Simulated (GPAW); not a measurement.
# Optical response of KMgF3

Wanted: where KMgF3 starts to absorb, how strongly, and its refractive index.

Method: DFT, PBE, plane-wave PAW (GPAW data sets), scalar-relativistic, RPA, optical limit, in GPAW 26.7.0.

Report form: the programs' logs are mostly left out.

**1. Set-up**

Symmetry: Pm-3m, No. 221, cubic system. Conventional cell: a = 3.986 Å, b = 3.986 Å, c = 3.986 Å, α = 90.00°, β = 90.00°, γ = 90.00°. Nearest to K lie 12 F at 2.82 Å. Mg has 6 F at 1.99 Å nearest. Nearest to F lie 2 Mg at 1.99 Å and 4 K at 2.82 Å. Farther neighbours and most contacts between anions are not listed.

**2. Ground state**

The self-consistent density comes first; it also tells whether there is a gap, which decides the occupations and the need for a Drude term.

This step: DFT, PBE, plane-wave PAW (GPAW data sets), scalar-relativistic, ground state (GPAW 26.7.0).

Contents of gs.py:

```python
from ase import Atoms
from ase.dft.bandgap import bandgap
from gpaw import GPAW, PW, FermiDirac

atoms = Atoms(['K', 'Mg', 'F', 'F', 'F'],
              cell=[[3.985900000000, 0.000000000000, 0.000000000000],
                    [0.000000000000, 3.985900000000, 0.000000000000],
                    [0.000000000000, 0.000000000000, 3.985900000000]],
              scaled_positions=[[0.500000000000, 0.500000000000, 0.500000000000],
                                [0.000000000000, 0.000000000000, 0.000000000000],
                                [0.000000000000, 0.000000000000, 0.500000000000],
                                [0.000000000000, 0.500000000000, 0.000000000000],
                                [0.500000000000, 0.000000000000, 0.000000000000]],
              pbc=[True, True, True])
atoms.calc = GPAW(mode=PW(500), xc='PBE', kpts={'size': (6, 6, 6), 'gamma': True},
                  occupations=FermiDirac(0.05), maxiter=150, txt='gs.txt')
print('energy (eV)', atoms.get_potential_energy())
print('Fermi level (eV)', atoms.calc.get_fermi_level())
print('valence electrons', atoms.calc.get_number_of_electrons())
print('gap (eV)', bandgap(atoms.calc, output=None)[0])
print('direct gap (eV)', bandgap(atoms.calc, direct=True, output=None)[0])
atoms.calc.write('gs.gpw')
```

Launch:

```
> OMP_NUM_THREADS=1 python gs.py
```

It took 17 s on 1 thread of Arm Neoverse V1, shared host; peak memory 0.16 GiB.

Numbers from this step:

* energy: -24.20 eV
* Fermi energy: 2.934 eV
* gap on the k-mesh: 7.318 eV
* direct gap on the mesh: 7.635 eV
* electrons: 40

There is a gap, 7.32 eV on this mesh (points off the mesh can give less), so no carriers' term is needed.

**3. Bands for the response**

The response needs many more empty bands than the density does.

This step: DFT, PBE, plane-wave PAW (GPAW data sets), scalar-relativistic, bands at fixed density (GPAW 26.7.0).

Contents of nscf.py:

```python
from ase.dft.bandgap import bandgap
from gpaw import GPAW, FermiDirac

calc = GPAW('gs.gpw').fixed_density(kpts={'size': (8, 8, 8), 'gamma': True}, nbands=49, convergence={'bands': 43},
                                    occupations=FermiDirac(0.001), txt='nscf.txt')
print('gap (eV)', bandgap(calc, output=None)[0])
print('direct gap (eV)', bandgap(calc, direct=True, output=None)[0])
print('top band over the Fermi level (eV)', min(calc.get_eigenvalues(kpt=k)[42] for k in range(len(calc.get_ibz_k_points()))) - calc.get_fermi_level())
calc.write('full.gpw', mode='all')
```

Launch:

```
> OMP_NUM_THREADS=1 python nscf.py
```

The job ended after 68 s (1 thread; peak memory 0.21 GiB).

This step gave:

| Property | Result |
| --- | --- |
| gap on the k-mesh | 7.317 eV |

**4. Dielectric function, RPA**

Transitions between filled and empty bands, summed over the zone, give the optical response, so mesh, band count and broadening shape it.

The induced potential is part of this response.

This step: DFT, PBE, plane-wave PAW (GPAW data sets), scalar-relativistic, RPA, optical limit (GPAW 26.7.0).

Contents of df.py:

```python
from gpaw.response.df import DielectricFunction

df = DielectricFunction('full.gpw', frequencies={'type': 'nonlinear', 'domega0': 0.03, 'omega2': 8},
                        ecut=60,
                        eta=0.15,
                        nbands=43,
                        txt='df.txt')
for direction in ['x']:
    df.get_dielectric_function(xc='RPA', direction=direction, filename=f'df_{direction}.csv')
```

Launch:

```
> OMP_NUM_THREADS=1 python df.py
```

It took 13 s on 1 thread; peak memory 0.4 GiB.

This step gave:

* electronic dielectric constant ε∞, mean over x, y and z (by symmetry where fewer were run): 1.948
* main peak of Im epsilon, first axis: 11.50 eV

Values under the direct gap are tails of Lorentzian lines. Table of Im ε, E ∥ x by photon energy; read off at these points:

```csv
photon energy (eV),"Im ε, E ∥ x"
0.00,0
0.50,7.1e-4
1.00,0.00143
1.50,0.00218
2.00,0.00299
2.50,0.00387
3.00,0.00486
3.50,0.00600
4.00,0.00734
4.50,0.00899
5.00,0.0111
5.50,0.0138
6.00,0.0178
6.50,0.0241
7.00,0.0368
7.50,0.0906
8.00,0.337
8.50,0.416
9.00,0.728
9.09,0.761
9.50,0.540
10.00,0.849
10.50,1.25
11.00,1.84
11.50,2.27
12.00,1.48
12.50,1.19
13.00,1.27
13.50,0.996
14.00,0.593
14.50,0.751
14.77,0.931
15.00,0.807
15.50,0.742
16.00,0.977
16.34,1.13
16.50,1.01
17.00,0.843
17.50,1.10
18.00,1.35
18.50,1.42
19.00,1.62
19.21,1.71
19.50,1.63
20.00,1.54
20.50,1.37
21.00,1.12
21.50,0.977
```

Re ε, E ∥ x against photon energy:

```csv
photon energy (eV),"Re ε, E ∥ x"
0,1.95
1,1.95
2,1.97
3,1.99
4,2.03
5,2.09
6,2.19
7,2.35
8,2.65
9,2.66
10,2.77
11,2.73
12,1.12
13,1.34
14,1.34
15,1.47
16,1.77
17,1.71
18,1.58
19,1.46
20,0.768
21,0.725
```

Values under the direct gap are tails of Lorentzian lines. Loss function −Im 1/ε at q → 0, E ∥ x against energy loss; read off at these points:

```csv
energy loss (eV),"loss function −Im 1/ε at q → 0, E ∥ x"
0.00,0
0.50,1.9e-4
1.00,3.7e-4
1.50,5.7e-4
2.00,7.7e-4
2.50,9.9e-4
3.00,0.00122
3.50,0.00148
4.00,0.00178
4.50,0.00212
5.00,0.00252
5.50,0.00304
6.00,0.00372
6.50,0.00474
7.00,0.00665
7.50,0.0143
8.00,0.0472
8.50,0.0632
9.00,0.0960
9.50,0.0712
10.00,0.101
10.50,0.113
11.00,0.170
11.50,0.262
12.00,0.430
12.50,0.347
13.00,0.371
13.50,0.452
13.60,0.456
14.00,0.276
14.50,0.219
15.00,0.288
15.50,0.210
16.00,0.239
16.44,0.322
16.50,0.319
17.00,0.232
17.50,0.233
18.00,0.312
18.50,0.300
19.00,0.341
19.50,0.417
20.00,0.521
20.19,0.583
20.50,0.516
21.00,0.629
21.50,0.694
```

Table of refractive index n and extinction k by photon energy:

```csv
photon energy (eV),n,k
0.0,1.40,0
0.5,1.40,2.5e-4
1.0,1.40,5.1e-4
1.5,1.40,7.8e-4
2.0,1.40,0.00106
2.5,1.41,0.00137
3.0,1.41,0.00172
3.5,1.42,0.00211
4.0,1.43,0.00257
4.5,1.44,0.00313
5.0,1.45,0.00382
5.5,1.46,0.00474
6.0,1.48,0.00602
6.5,1.50,0.00804
7.0,1.53,0.0120
7.5,1.59,0.0285
8.0,1.63,0.103
8.5,1.60,0.130
9.0,1.64,0.221
9.5,1.65,0.163
10.0,1.68,0.252
10.5,1.79,0.351
11.0,1.74,0.531
11.5,1.55,0.731
12.0,1.22,0.607
12.5,1.28,0.465
13.0,1.26,0.502
13.5,1.14,0.438
14.0,1.19,0.250
14.5,1.33,0.282
15.0,1.25,0.322
15.5,1.34,0.276
16.0,1.38,0.355
16.5,1.27,0.395
17.0,1.34,0.314
17.5,1.42,0.386
18.0,1.35,0.499
18.5,1.38,0.512
19.0,1.35,0.599
19.5,1.24,0.655
20.0,1.12,0.691
20.5,1.12,0.611
21.0,1.01,0.552
21.5,0.964,0.507
```

The reflectivity at normal incidence, E ∥ x has structure finer than the step of the table below, so its rows give means over 0.5 eV, whole bins alone (the curve runs from 0 to 21.9 eV). Peaks (eV: height): 8.89: 6.71, 11.56: 11.9, 16.34: 5.17, 19.94: 10.1, 20.69: 9.29.

Table of reflectivity at normal incidence, E ∥ x by photon energy; means over each step:

```csv
photon energy (eV),"reflectivity at normal incidence, E ∥ x (%)"
0.5,2.74
1.0,2.75
1.5,2.78
2.0,2.81
2.5,2.86
3.0,2.92
3.5,2.99
4.0,3.09
4.5,3.20
5.0,3.34
5.5,3.51
6.0,3.74
6.5,4.03
7.0,4.46
7.5,5.15
8.0,5.83
8.5,5.72
9.0,6.30
9.5,6.29
10.0,7.20
10.5,9.00
11.0,10.4
11.5,11.7
12.0,8.24
12.5,5.41
13.0,5.93
13.5,4.42
14.0,2.22
14.5,3.34
15.0,3.39
15.5,3.50
16.0,4.64
16.5,4.37
17.0,4.02
17.5,5.54
18.0,6.39
18.5,6.82
19.0,8.28
19.5,9.11
20.0,9.39
20.5,8.12
21.0,7.51
21.5,6.30
```

From ε follow the optical constants at some laser and lamp lines:

```csv
wavelength (nm),n,k,R (%),1/α
1550,1.40,0.000,2.7,304 µm
1064,1.40,0.001,2.8,142 µm
532,1.41,0.001,2.8,33 µm
405,1.41,0.002,2.9,18 µm
365,1.42,0.002,3.0,14 µm
308,1.43,0.003,3.1,9.4 µm
248,1.45,0.004,3.3,5.2 µm
```

Below the direct gap, k and the depth come from the tails of the Lorentzian lines, not from transitions.

**5. Outcome**

```yaml
electronic_dielectric_constant_eps_infinity_mean_over_x_y_and_z_by_symmetry_where_fewer_were_run_rpa: 1.95
main_peak_of_im_epsilon_first_axis: 11.5 eV
```

In words: At this level (PBE, RPA) KMgF3 has ε∞ = 1.95 and n = 1.40 at 1550 nm, and Im ε peaks at 11.5 eV. On the mesh the gap is 7.32 eV and the least direct gap 7.64 eV, so on this mesh the band edges lie at different points. Local fields change the static value along x from 2.06 to 1.95 (-5 %). Distinct maxima of Im ε, read by a parabola through the highest points, lie at 11.50 eV (2.3), 17.87 eV (1.4), 19.25 eV (1.7) and 20.59 eV (1.4). Excitons and phonon-assisted transitions are missing; PBE gaps are as a rule too small, which pulls the onset down and ε∞ up. The sum runs over mesh points, so small or evenly spaced maxima can still be ripples of the mesh. In this version of GPAW the matrix elements of the optical limit are incomplete, which can lower ε − 1 by up to a tenth where first-row anions or d states rule, and shift it by more in d metals.

[Machine, clock and banner lines and Python warnings are left out of the logs.]

[Logs are printed without paths, hosts, clocks, repeated set-up lines and the standing remarks that a program may print on its own settings, such as how far it seeks lower states.]

[Hosts, paths, dates, database ids (printed as entryN), source tags and the programs' standing remarks are cut or masked in the printed files.]
